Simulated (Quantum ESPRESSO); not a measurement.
**Fe: magnetism against a distortion at fixed volume**

How does a distortion at fixed volume change the magnetic state of Fe?

Program: Quantum ESPRESSO 7.5. Level of theory: PBEsol; plane waves with GBRV 1.5 PBEsol potentials, no spin-orbit coupling. Results are calculated unless marked as measured.

The database entry behind the starting cell differs from later determinations by our own check (about 0.2 % short), so it need not match the best structure at ambient conditions.

## Step 1: The starting structure

Symmetry: Im-3m, No. 229, cubic system. The conventional cell has a = 2.860 Å, b = 2.860 Å, c = 2.860 Å, α = 90.00°, β = 90.00°, γ = 90.00°. Fe has 8 Fe at 2.48 Å nearest.

The cell comes from the Crystallography Open Database.

## Step 2: Factor along z 0.92, ferro +

Lengths along Cartesian z scale by the factor and those normal to it by its inverse root. Atoms keep their fractional places. Seeded atoms are those given a starting moment.

The input, pw.in:

```
&CONTROL
  calculation = 'scf'
  prefix = 'pwscf'
  outdir = './tmp'
  pseudo_dir = './pseudo'
  disk_io = 'nowf'
  tprnfor = .true.
  tstress = .true.
/
&SYSTEM
  ibrav = 0
  nat = 1
  ntyp = 1
  ecutwfc = 40
  ecutrho = 280
  nbnd = 15
  occupations = 'smearing'
  smearing = 'fd'
  degauss = 0.00999582
  nspin = 2
  starting_magnetization(1) = 0.175
/
&ELECTRONS
  conv_thr = 2d-09
  electron_maxstep = 150
  mixing_beta = 0.3
/
ATOMIC_SPECIES
Fe     55.8450 fe_pbesol_v1.5.uspp.F.UPF
CELL_PARAMETERS bohr
  -2.8178240617    2.8178240617    2.4865409411
   2.8178240617   -2.8178240617    2.4865409411
   2.8178240617    2.8178240617   -2.4865409411
ATOMIC_POSITIONS crystal
Fe      0.0000000000    0.0000000000    0.0000000000
K_POINTS automatic
14 14 14 0 0 0
```

Started as:

```sh
> OMP_NUM_THREADS=1 mpirun -n 2 pw.x -nk 2 -in pw.in > pw.out
```

The program printed:

```text
Program PWSCF v.7.5 starts

     Message from routine setup:
     using ibrav=0 with symmetry is DISCOURAGED, use correct ibrav instead

     K-points division:     npool     =       2
     Subspace diagonalization in iterative solution of the eigenvalue problem:

     bravais-lattice index     =            0
     lattice parameter (alat)  =       4.6971  a.u.
     unit-cell volume          =      78.9739 (a.u.)^3
     number of atoms/cell      =            1
     number of atomic types    =            1
     number of electrons       =        16.00
     number of Kohn-Sham states=           15
     kinetic-energy cutoff     =      40.0000  Ry
     charge density cutoff     =     280.0000  Ry
     scf convergence threshold =      2.0E-09
     mixing beta               =       0.3000
     number of iterations used =            8  plain     mixing
     Exchange-correlation= SLA  PW   PSX  PSC
                           (   1   4  10   8   0   0   0)

     celldm(1)=   4.697143  celldm(2)=   0.000000  celldm(3)=   0.000000
     celldm(4)=   0.000000  celldm(5)=   0.000000  celldm(6)=   0.000000

     crystal axes: (cart. coord. in units of alat)
               a(1) = (  -0.599902   0.599902   0.529373 )
               a(2) = (   0.599902  -0.599902   0.529373 )
               a(3) = (   0.599902   0.599902  -0.529373 )

     reciprocal axes: (cart. coord. in units 2 pi/alat)
               b(1) = ( -0.000000  0.833470  0.944513 )
               b(2) = (  0.833470 -0.000000  0.944513 )
               b(3) = (  0.833470  0.833470  0.000000 )

     PseudoPot. # 1 for Fe read from file:
     fe_pbesol_v1.5.uspp.F.UPF
     Pseudo is Ultrasoft + core correction, Zval = 16.0

     atomic species   valence    mass     pseudopotential
     Fe               16.00    55.84500     Fe( 1.00)

     Starting magnetic structure
     atomic species   magnetization
     Fe              0.175

     16 Sym. Ops., with inversion, found

   Cartesian axes

     site n.     atom                  positions (alat units)
         1        Fe     tau(   1) = (   0.0000000   0.0000000   0.0000000  )

     number of k points=   244  Fermi-Dirac smearing, width (Ry)=  0.0100

     Number of k-points >= 100: set verbosity='high' to print them.

     Dense  grid:     6257 G-vectors     FFT dimensions: (  25,  25,  25)

     Smooth grid:     2727 G-vectors     FFT dimensions: (  20,  20,  20)

     Check: negative core charge=   -0.000065
     Generating pointlists ...
     new r_m :   0.4125 (alat units)  1.9376 (a.u.) for type    1

     Initial potential from superposition of free atoms

     starting charge      15.0000, renormalised to      16.0000
     Starting wfcs are   13 randomized atomic wfcs +    2 random wfcs

     Self-consistent Calculation

     iteration #  1     ecut=    40.00 Ry     beta= 0.30
     Davidson diagonalization with overlap
     ethr =  1.00E-02,  avg # of iterations =  4.3

     total energy              =    -249.67738372 Ry
     estimated scf accuracy    <       2.48580852 Ry

     total magnetization       =     1.86 Bohr mag/cell
     absolute magnetization    =     1.87 Bohr mag/cell

     iteration #  2     ecut=    40.00 Ry     beta= 0.30
     Davidson diagonalization with overlap
     ethr =  1.00E-02,  avg # of iterations =  2.0

     total energy              =    -250.18033156 Ry
     estimated scf accuracy    <       0.05891678 Ry

     total magnetization       =     2.46 Bohr mag/cell
     absolute magnetization    =     2.49 Bohr mag/cell

     [... further iterations left out ...]

     iteration # 11     ecut=    40.00 Ry     beta= 0.30
     Davidson diagonalization with overlap
     ethr =  6.43E-10,  avg # of iterations =  1.2

     total energy              =    -250.19343182 Ry
     estimated scf accuracy    <          5.8E-09 Ry

     total magnetization       =     2.37 Bohr mag/cell
     absolute magnetization    =     2.47 Bohr mag/cell

     iteration # 12     ecut=    40.00 Ry     beta= 0.30
     Davidson diagonalization with overlap
     ethr =  3.65E-11,  avg # of iterations =  1.9

     Magnetic moment per site  (integrated on atomic sphere of radius R)
     atom   1 (R=0.413)  charge= 14.4340  magn=  2.4027

     End of self-consistent calculation

     Number of k-points >= 100: set verbosity='high' to print the bands.

     the Fermi energy is    17.4687 ev

!    total energy              =    -250.19343183 Ry
     estimated scf accuracy    <          6.3E-10 Ry
     smearing contrib. (-TS)   =      -0.00451965 Ry
     internal energy E=F+TS    =    -250.18891218 Ry

     The total energy is F=E-TS. E is the sum of the following terms:
     one-electron contribution =    -116.28333049 Ry
     hartree contribution      =      67.27634708 Ry
     xc contribution           =     -28.91777843 Ry
     ewald contribution        =    -172.26415035 Ry

     total magnetization       =     2.37 Bohr mag/cell
     absolute magnetization    =     2.47 Bohr mag/cell

     convergence has been achieved in  12 iterations

     Forces acting on atoms (cartesian axes, Ry/au):

     atom    1 type  1   force =     0.00000000    0.00000000    0.00000000

     Total force =     0.000000     Total SCF correction =     0.000000

     Computing stress (Cartesian axis) and pressure

          total   stress  (Ry/bohr**3)                   (kbar)     P=      -99.37
  -0.00100770  -0.00000000  -0.00000000         -148.24       -0.00       -0.00
  -0.00000000  -0.00100770  -0.00000000           -0.00     -148.24       -0.00
  -0.00000000  -0.00000000  -0.00001113           -0.00       -0.00       -1.64

=------------------------------------------------------------------------------=
   JOB DONE.
=------------------------------------------------------------------------------=
```

Elapsed: 16 s, on 2 MPI ranks of Arm Neoverse V1, shared host; peak memory 0.15 GiB.

Spin moment in the atom's sphere by atom:

| atom | spin moment in the atom's sphere (μB) |
| --- | --- |
| Fe1 | 2.40 |

Read from the output:

| Quantity | Value |
| --- | --- |
| smearing term TS | 0.06149 eV |
| pressure | -9.937 GPa |
| magnetization | 2.365 μB |
| absolute magnetization | 2.466 μB |
| final state | ferromagnetic |

## Step 3: Factor along z 0.92, antiferro q=(1/2,1/2,1/2) +-

The wavevector q is in fractions of the reciprocal vectors of the crystal's primitive cell, as the cells of these inputs are built from it; moments change sign between cells as cos(2π q·R).

The input, pw.in:

```
&CONTROL
  calculation = 'scf'
  prefix = 'pwscf'
  outdir = './tmp'
  pseudo_dir = './pseudo'
  disk_io = 'nowf'
  tprnfor = .true.
  tstress = .true.
/
&SYSTEM
  ibrav = 0
  nat = 2
  ntyp = 2
  ecutwfc = 40
  ecutrho = 280
  nbnd = 23
  occupations = 'smearing'
  smearing = 'fd'
  degauss = 0.00999582
  nspin = 2
  starting_magnetization(1) = 0.175
  starting_magnetization(2) = -0.175
/
&ELECTRONS
  conv_thr = 4d-09
  electron_maxstep = 150
  mixing_beta = 0.3
/
ATOMIC_SPECIES
Fe1    55.8450 fe_pbesol_v1.5.uspp.F.UPF
Fe2    55.8450 fe_pbesol_v1.5.uspp.F.UPF
CELL_PARAMETERS bohr
  -5.6356481235    5.6356481235    4.9730818822
   0.0000000000    0.0000000000    4.9730818822
   0.0000000000    5.6356481235    0.0000000000
ATOMIC_POSITIONS crystal
Fe1     0.0000000000    0.0000000000    0.0000000000
Fe2     0.5000000000    0.0000000000    0.0000000000
K_POINTS automatic
7 14 14 0 0 0
```

The program printed:

```text
     [... lines left out ...]
Program PWSCF v.7.5 starts
     [... lines left out ...]
     number of atoms/cell      =            2
     [... lines left out ...]
     number of electrons       =        32.00
     number of Kohn-Sham states=           23
     kinetic-energy cutoff     =      40.0000  Ry
     charge density cutoff     =     280.0000  Ry
     scf convergence threshold =      4.0E-09
     [... lines left out ...]
     16 Sym. Ops., with inversion, found
     [... lines left out ...]
     number of k points=   144  Fermi-Dirac smearing, width (Ry)=  0.0100
     [... lines left out ...]
     iteration # 14     ecut=    40.00 Ry     beta= 0.30
     [... lines left out ...]
     Magnetic moment per site  (integrated on atomic sphere of radius R)
     atom   1 (R=0.206)  charge= 14.4305  magn=  1.8011
     atom   2 (R=0.206)  charge= 14.4305  magn= -1.8002
     [... lines left out ...]
     the Fermi energy is    17.7000 ev
!    total energy              =    -500.34082847 Ry
     estimated scf accuracy    <          2.2E-09 Ry
     smearing contrib. (-TS)   =      -0.02009517 Ry
     [... lines left out ...]
     total magnetization       =     0.00 Bohr mag/cell
     absolute magnetization    =     3.73 Bohr mag/cell
     convergence has been achieved in  14 iterations
     [... lines left out ...]
     Total force =     0.000000     Total SCF correction =     0.000000
     [... lines left out ...]
          total   stress  (Ry/bohr**3)                   (kbar)     P=     -162.89
     [... lines left out ...]
```

Run time: 68 s. Hardware: 2 MPI ranks; peak memory 0.22 GiB; 2.3 min of CPU time.

Spin moment in the atom's sphere by atom:

| atom | spin moment in the atom's sphere (μB) |
| --- | --- |
| Fe1 | 1.80 |
| Fe2 | -1.80 |

This step gave:

```
smearing term TS       : 0.2734 eV
pressure               : -16.29 GPa
magnetization          : 0 μB
absolute magnetization : 3.73 μB
final state            : antiferromagnetic
```

## Step 4: Factor along z 0.92, no spin polarisation

The input, pw.in:

```
&CONTROL
  calculation = 'scf'
  prefix = 'pwscf'
  outdir = './tmp'
  pseudo_dir = './pseudo'
  disk_io = 'nowf'
  tprnfor = .true.
  tstress = .true.
/
&SYSTEM
  ibrav = 0
  nat = 1
  ntyp = 1
  ecutwfc = 40
  ecutrho = 280
  nbnd = 14
  occupations = 'smearing'
  smearing = 'fd'
  degauss = 0.00999582
/
&ELECTRONS
  conv_thr = 2d-09
  electron_maxstep = 150
  mixing_beta = 0.3
/
ATOMIC_SPECIES
Fe     55.8450 fe_pbesol_v1.5.uspp.F.UPF
CELL_PARAMETERS bohr
  -2.8178240617    2.8178240617    2.4865409411
   2.8178240617   -2.8178240617    2.4865409411
   2.8178240617    2.8178240617   -2.4865409411
ATOMIC_POSITIONS crystal
Fe      0.0000000000    0.0000000000    0.0000000000
K_POINTS automatic
14 14 14 0 0 0
```

The program printed:

```text
     [... lines left out ...]
Program PWSCF v.7.5 starts
     [... lines left out ...]
     number of atoms/cell      =            1
     [... lines left out ...]
     number of electrons       =        16.00
     number of Kohn-Sham states=           14
     kinetic-energy cutoff     =      40.0000  Ry
     charge density cutoff     =     280.0000  Ry
     scf convergence threshold =      2.0E-09
     [... lines left out ...]
     16 Sym. Ops., with inversion, found
     [... lines left out ...]
     number of k points=   244  Fermi-Dirac smearing, width (Ry)=  0.0100
     [... lines left out ...]
     iteration #  9     ecut=    40.00 Ry     beta= 0.30
     [... lines left out ...]
     the Fermi energy is    17.4334 ev
!    total energy              =    -250.16222799 Ry
     estimated scf accuracy    <          8.5E-10 Ry
     smearing contrib. (-TS)   =      -0.01427135 Ry
     [... lines left out ...]
     convergence has been achieved in   9 iterations
     [... lines left out ...]
     Total force =     0.000000     Total SCF correction =     0.000000
     [... lines left out ...]
          total   stress  (Ry/bohr**3)                   (kbar)     P=     -303.94
     [... lines left out ...]
```

Run time: 6.6 s. Hardware: 2 MPI ranks; peak memory 0.13 GiB; 13 s of CPU time.

This step gave:

- smearing term TS: 0.1942 eV
- pressure: -30.39 GPa
- final state: non-magnetic (no spin polarisation)

## Step 5: Factor along z 1.08, ferro +

Changes to pw.in since step 4:

```diff
@@ -15,3 +15,3 @@
   ecutrho = 280
-  nbnd = 14
+  nbnd = 15
   occupations = 'smearing'
@@ -19,2 +19,4 @@
   degauss = 0.00999582
+  nspin = 2
+  starting_magnetization(1) = 0.175
 /
@@ -28,5 +30,5 @@
 CELL_PARAMETERS bohr
-  -2.8178240617    2.8178240617    2.4865409411
-   2.8178240617   -2.8178240617    2.4865409411
-   2.8178240617    2.8178240617   -2.4865409411
+  -2.6007338436    2.6007338436    2.9189828439
+   2.6007338436   -2.6007338436    2.9189828439
+   2.6007338436    2.6007338436   -2.9189828439
 ATOMIC_POSITIONS crystal
```

The program printed:

```text
     [... lines left out ...]
Program PWSCF v.7.5 starts
     [... lines left out ...]
     number of atoms/cell      =            1
     [... lines left out ...]
     number of electrons       =        16.00
     number of Kohn-Sham states=           15
     kinetic-energy cutoff     =      40.0000  Ry
     charge density cutoff     =     280.0000  Ry
     scf convergence threshold =      2.0E-09
     [... lines left out ...]
     16 Sym. Ops., with inversion, found
     [... lines left out ...]
     number of k points=   244  Fermi-Dirac smearing, width (Ry)=  0.0100
     [... lines left out ...]
     iteration # 11     ecut=    40.00 Ry     beta= 0.30
     [... lines left out ...]
     Magnetic moment per site  (integrated on atomic sphere of radius R)
     atom   1 (R=0.413)  charge= 14.4292  magn=  2.3781
     [... lines left out ...]
     the Fermi energy is    17.4425 ev
!    total energy              =    -250.19454603 Ry
     estimated scf accuracy    <          1.1E-09 Ry
     smearing contrib. (-TS)   =      -0.00451857 Ry
     [... lines left out ...]
     total magnetization       =     2.34 Bohr mag/cell
     absolute magnetization    =     2.44 Bohr mag/cell
     convergence has been achieved in  11 iterations
     [... lines left out ...]
     Total force =     0.000000     Total SCF correction =     0.000000
     [... lines left out ...]
          total   stress  (Ry/bohr**3)                   (kbar)     P=     -109.99
     [... lines left out ...]
```

Wall time 15 s (2 MPI ranks); peak memory 0.15 GiB.

Numbers from this step:

| Quantity | Value |
| --- | --- |
| smearing term TS | 0.06148 eV |
| pressure | -11.00 GPa |
| magnetization | 2.338 μB |
| absolute magnetization | 2.442 μB |
| final state | ferromagnetic |
| largest moment | 2.378 μB |

## Step 6: Trends

The runs not shown differ from these in the moved quantity alone.

States, by row:

| tetragonal | ferro + | antiferro q=(1/2,1/2,1/2) +- | no spin polarisation |
| --- | --- | --- | --- |
| 0.92 | ferromagnetic | antiferromagnetic | non-magnetic |
| 0.96 | ferromagnetic | antiferromagnetic | non-magnetic |
| 1 | ferromagnetic | antiferromagnetic | non-magnetic |
| 1.04 | ferromagnetic | antiferromagnetic | non-magnetic |
| 1.08 | ferromagnetic | antiferromagnetic | non-magnetic |

Largest site moment against tetragonal:

```
tetragonal (factor)  ferro + (μB)  antiferro q=(1/2,1/2,1/2) +- (μB)
             0.9200          2.40                               1.80
             0.9600          2.36                               1.78
             1.0000          2.34                               1.77
             1.0400          2.35                               1.77
             1.0800          2.38                               1.76
```

Energy less that of the parallel start against tetragonal; values in meV a seeded atom:

```
tetragonal (factor)  antiferro q=(1/2,1/2,1/2) +-  no spin polarisation
             0.9200                           313                   425
             0.9600                           390                   475
             1.0000                           418                   497
             1.0400                           394                   471
             1.0800                           333                   405
```

Table of energy over the lowest by tetragonal; values in meV an atom:

| tetragonal (factor) | ferro + | antiferro q=(1/2,1/2,1/2) +- | no spin polarisation |
| --- | --- | --- | --- |
| 0.9200 | 43.1 | 356 | 468 |
| 0.9600 | 9.82 | 400 | 484 |
| 1.0000 | 0 | 418 | 497 |
| 1.0400 | 7.74 | 402 | 479 |
| 1.0800 | 27.9 | 361 | 433 |

## Step 7: What came out

| Quantity | Value |
| --- | --- |
| moment, parallel start | 2.34 to 2.40 μB |
| states met from these starts | antiferromagnetic and ferromagnetic |

What this shows: The moment of the parallel start goes from 2.40 μB at 0.92 to 2.38 μB at 1.08, by way of 2.34 μB. The net moment of the cell goes from 2.37 to 2.34 μB. The radius of the spheres follows the nearest distance, so part of the change of the site moments is the spheres'. The largest moment of the start antiferro q=(1/2,1/2,1/2) +- lies between 1.76 and 1.80 μB. The start antiferro q=(1/2,1/2,1/2) +- lies over the parallel one at every finished point, by 313 to 418 meV a seeded atom. Energies are free energies at an electronic temperature of 1580 K, which lowers moments and differences where the moments are itinerant.

[Logs and program files are shortened in this print: banners, set-up blocks, solver, clock and traceback lines can be left out without a mark of their own.]

[Logs are printed without paths, hosts, clocks, repeated set-up lines and the standing remarks that a program may print on its own settings, such as how far it seeks lower states.]

[Hosts, paths, dates, database ids (printed as entryN), source tags and the programs' standing remarks are cut or masked in the printed files.]

[Where a cell is said to come from a database of computed structures, the database is the Materials Project.]
